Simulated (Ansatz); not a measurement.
# KIrO3 (cubic perovskite) (Pm-3m): how robust is the cRPA U?, part 2 of 2

What does U in KIrO3 (cubic perovskite) (Pm-3m) depend on besides the window?

Ansatz 0.2.0; constrained RPA on LDA, plane waves, PAW.

So far. Step 2 (Base: Ir d + anion p, bands v11 to c3, 4×4×4 mesh …): On the Ir d shell, screening brings the on-site interaction from 16.2 eV down to U = 8.13 eV. Step 3 (Changed: 2×2×2 mesh): On the Ir d shell, screening brings the on-site interaction from 16.4 eV down to U = 8.15 eV.

The structure was built from a prototype and need not be the compound's stable phase.

## (6) Changed: sums without a band count

File input.yaml:

```yaml
crystal:
  lattice:
    - [0.0, -3.85291863, 0.0]
    - [0.0, 0.0, 3.85291863]
    - [-3.85291863, 0.0, 0.0]
  atoms:
    - { symbol: K, position: [0.0, 0.0, 0.0] }
    - { symbol: Ir, position: [0.5, 0.5, 0.5] }
    - { symbol: O, position: [0.5, 0.5, 0.0] }
    - { symbol: O, position: [0.5, 0.0, 0.5] }
    - { symbol: O, position: [0.0, 0.5, 0.5] }
kpoints:
  mp_grid: { grid: [8, 8, 8] }
hamiltonian:
  xc: lda
scf:
  occupations: { method: gaussian, width: 0.08 }
  n_extra_bands: 19
  max_iter: 150
  lower_state_search: "off"
output:
  crpa:
    kmesh: [4, 4, 4]
    target_bands: [v11, c3]
    projections: [{ species: Ir, l: d, shell: 5 }, { species: O, l: p, shell: 2 }]
    accuracy: sum_over_states
```

The run is started by

```console
> ansatz run input.yaml --threads 4 --pin off --max-ram 9216MiB --backend cpu --events-out ev --progress --plain --runs-dir out
```

Numbers of over 12 decimals in the logs are rounded to 6 here.

Log:

```text
Error: 2 input errors — fix all and re-run
  1. invalid value for `output.crpa.n_empty_bands`: is left out, and the sums over bands alone (accuracy: sum_over_states under output.crpa) have no default for it, since their result follows it; type one, or take accuracy: low, medium or high under output.crpa
  2. invalid value for `output.crpa.ecut_chi`: is left out, and the sums over bands alone (accuracy: sum_over_states under output.crpa) have no default for it, since their result follows it; type one, or take accuracy: low, medium or high under output.crpa
```

Elapsed: 0.11 s, on 4 threads of Arm Neoverse V2, shared host; peak memory 0.087 GiB.

The input was rejected at the start.

The program's message: “Error: 2 input errors — fix all and re-run”

The fault put into this input: sums without a band count.

## (7) Changed: r2SCAN

This step: constrained RPA on r2SCAN, plane waves, PAW.

Changes to input.yaml since step 6:

```diff
@@ -14,3 +14,3 @@
 hamiltonian:
-  xc: lda
+  xc: r2scan
 scf:
@@ -25,2 +25 @@
     projections: [{ species: Ir, l: d, shell: 5 }, { species: O, l: p, shell: 2 }]
-    accuracy: sum_over_states
```

Log:

```text
[...]
Crystal: 5 atoms, lattice volume = 57.197 Å³
Basis set: ecut = 500 eV, 1419 PW (Γ), exchange–correlation on 120×120×120 points (64 copies of the dense FFT grid, shifted against one another)
Bands: 41, of which v1, the nominal top of the filled ones, is band 22 counted from 1 (21 counted from 0)
Symmetry: 48 space group operations
[...]
k-points: 35 of 512
[...]
screened: U = 9.0218 eV, U' = 7.5154 eV, J = 0.7579 eV
      screened, to within: U = 1.7e-2 eV, U' = 1.7e-2 eV, J = 1.3e-3 eV
      bare: V = 19.5659 eV, V' = 17.6784 eV, J = 0.9487 eV
    Site 4, 2P, 3 of 3 p orbitals (Wannier functions 12, 13, 14; wannier90's mr 1, 2, 3):
      screened: U = 9.0218 eV, U' = 7.5154 eV, J = 0.7579 eV
      screened, to within: U = 1.7e-2 eV, U' = 1.7e-2 eV, J = 1.3e-3 eV
      bare: V = 19.5659 eV, V' = 17.6784 eV, J = 0.9487 eV
[...]
[key lines of the parts left out:]
SCF converged after 8 iterations
Free energy (F): -15194.283279 eV
Fermi energy:    11.654460 eV
```

Run time: 3.5 min. Hardware: 4 threads; peak memory 0.83 GiB; 14 min of CPU time.

Numbers from this step:

| Item | Value |
| --- | --- |
| U | 8.651 eV |
| U prime (inter-orbital) | 7.604 eV |
| J | 0.5207 eV |
| bare V | 16.47 eV |
| bare J | 0.6678 eV |
| stated bound on U | 0.01324 eV |
| U over bare V | 0.5253 |
| electrons in the window | 22.00 |
| head of the constrained inverse dielectric matrix | 0.4406 |
| least eigenvalue of the projection's overlap | 0.6696 |
| target functions | 14 |
| bands in the sums | 50 |
| width of the target bands | 16.84 eV |
| weight of the projected orbitals in the window | 0.9438 |

On the Ir d shell, screening brings the on-site interaction from 16.5 eV down to U = 8.65 eV.

## (8) Changed: volume -3 %

This step: constrained RPA on LDA, plane waves, PAW.

The cell differs from the one that the last finished run ended in (a 3.853 → 3.814 Å, b 3.853 → 3.814 Å, c 3.853 → 3.814 Å).

Changes to input.yaml since step 7:

```diff
@@ -2,5 +2,5 @@
   lattice:
-    - [0.0, -3.85291863, 0.0]
-    - [0.0, 0.0, 3.85291863]
-    - [-3.85291863, 0.0, 0.0]
+    - [0.0, -3.813997599, 0.0]
+    - [0.0, 0.0, 3.813997599]
+    - [-3.813997599, 0.0, 0.0]
   atoms:
@@ -14,3 +14,3 @@
 hamiltonian:
-  xc: r2scan
+  xc: lda
 scf:
@@ -25 +25,6 @@
     projections: [{ species: Ir, l: d, shell: 5 }, { species: O, l: p, shell: 2 }]
+  local_orbitals:
+    kmesh: [8, 8, 8]
+    orbitals: [{ species: Ir, l: d, shell: 5 }, { species: O, l: p, shell: 2 }]
+    window: { bands: [v11, c3] }
+    seedname: lo
```

Log:

```text
[...]
Crystal: 5 atoms, lattice volume = 55.481 Å³
Basis set: ecut = 420 eV, 1045 PW (Γ)
Bands: 41, of which v1, the nominal top of the filled ones, is band 22 counted from 1 (21 counted from 0)
Symmetry: 48 space group operations
[...]
k-points: 35 of 512
[...]
screened: U = 8.3931 eV, U' = 6.9184 eV, J = 0.7425 eV
      screened, to within: U = 1.5e-2 eV, U' = 1.5e-2 eV, J = 1.2e-3 eV
      bare: V = 19.4436 eV, V' = 17.5795 eV, J = 0.9376 eV
    Site 4, 2P, 3 of 3 p orbitals (Wannier functions 12, 13, 14; wannier90's mr 1, 2, 3):
      screened: U = 8.3931 eV, U' = 6.9184 eV, J = 0.7425 eV
      screened, to within: U = 1.5e-2 eV, U' = 1.5e-2 eV, J = 1.2e-3 eV
      bare: V = 19.4436 eV, V' = 17.5795 eV, J = 0.9376 eV
[...]
[key lines of the parts left out:]
SCF converged after 7 iterations
Free energy (F): -14822.984211 eV
Fermi energy:    12.271825 eV
```

Wall time 2.4 min (4 threads); peak memory 0.66 GiB; 8.9 min of CPU time.

Numbers from this step:

| Item | Value |
| --- | --- |
| U | 8.067 eV |
| U prime (inter-orbital) | 7.045 eV |
| J | 0.5041 eV |
| bare V | 16.22 eV |
| bare J | 0.6517 eV |
| stated bound on U | 0.01140 eV |
| U over bare V | 0.4974 |
| electrons in the window | 22.00 |
| head of the constrained inverse dielectric matrix | 0.4062 |
| least eigenvalue of the projection's overlap | 0.6606 |
| target functions | 14 |
| bands in the sums | 50 |
| r.m.s. miss of the model bands | 8.84e-4 eV |
| width of the target bands | 16.80 eV |
| weight of the projected orbitals in the window | 0.9364 |

On the Ir d shell, screening brings the on-site interaction from 16.2 eV down to U = 8.07 eV.

## (9) Side by side

Times are wall times on 4 threads of Arm Neoverse V2, shared host, good to a factor of about two.

| run | bare V (eV) | U (eV) | J (eV) | bound on U (eV) | width (eV) | time |
| --- | --- | --- | --- | --- | --- | --- |
| target window | 16.23 | 8.127 | 0.505 | 0.0117 | 16.16 | 2.4 min |
| 2×2×2 mesh | 16.40 | 8.145 | 0.509 | 0.0113 | 16.16 | 13 s |
| r2SCAN | 16.47 | 8.651 | 0.521 | 0.0132 | 16.84 | 3.5 min |
| volume -3 % | 16.22 | 8.067 | 0.504 | 0.0114 | 16.80 | 2.4 min |

## (10) Outcome

```
target window : U 8.13 eV, J 0.51 eV
2×2×2 mesh    : U 8.15 eV, J 0.51 eV
r2SCAN        : U 8.65 eV, J 0.52 eV
volume -3 %   : U 8.07 eV, J 0.50 eV
```

What this shows: 2×2×2 mesh moves U by +0.02 eV (within the solver's bounds, for the mean over orbitals) at 0.089 times the time. r2SCAN moves U by +0.52 eV. Volume -3 % moves U by −0.06 eV. The printed bound covers the solver alone, not the mesh, and no denser mesh than the base was run. The parent state is non-magnetic and the interaction static (zero frequency); U depends on the window and the orbitals, so it belongs to this model alone. Spin-orbit coupling, which is strong for atoms this heavy, is left out. A window that holds the anion p bands defines a model with explicit ligands; its U belongs to that model and is not the U of DFT+U.

[Paths, hosts, dates, memory and timing lines, banners, echoed tables and standing remarks are left out of the program output.]

[Logs are printed without paths, hosts, clocks, repeated set-up lines and the standing remarks that a program may print on its own settings, such as how far it seeks lower states.]

[Runs of the session that timed out or met a known fault of the program may be left out.]

[Hosts, paths, dates, database ids (printed as entryN), source tags and the programs' standing remarks are cut or masked in the printed files.]
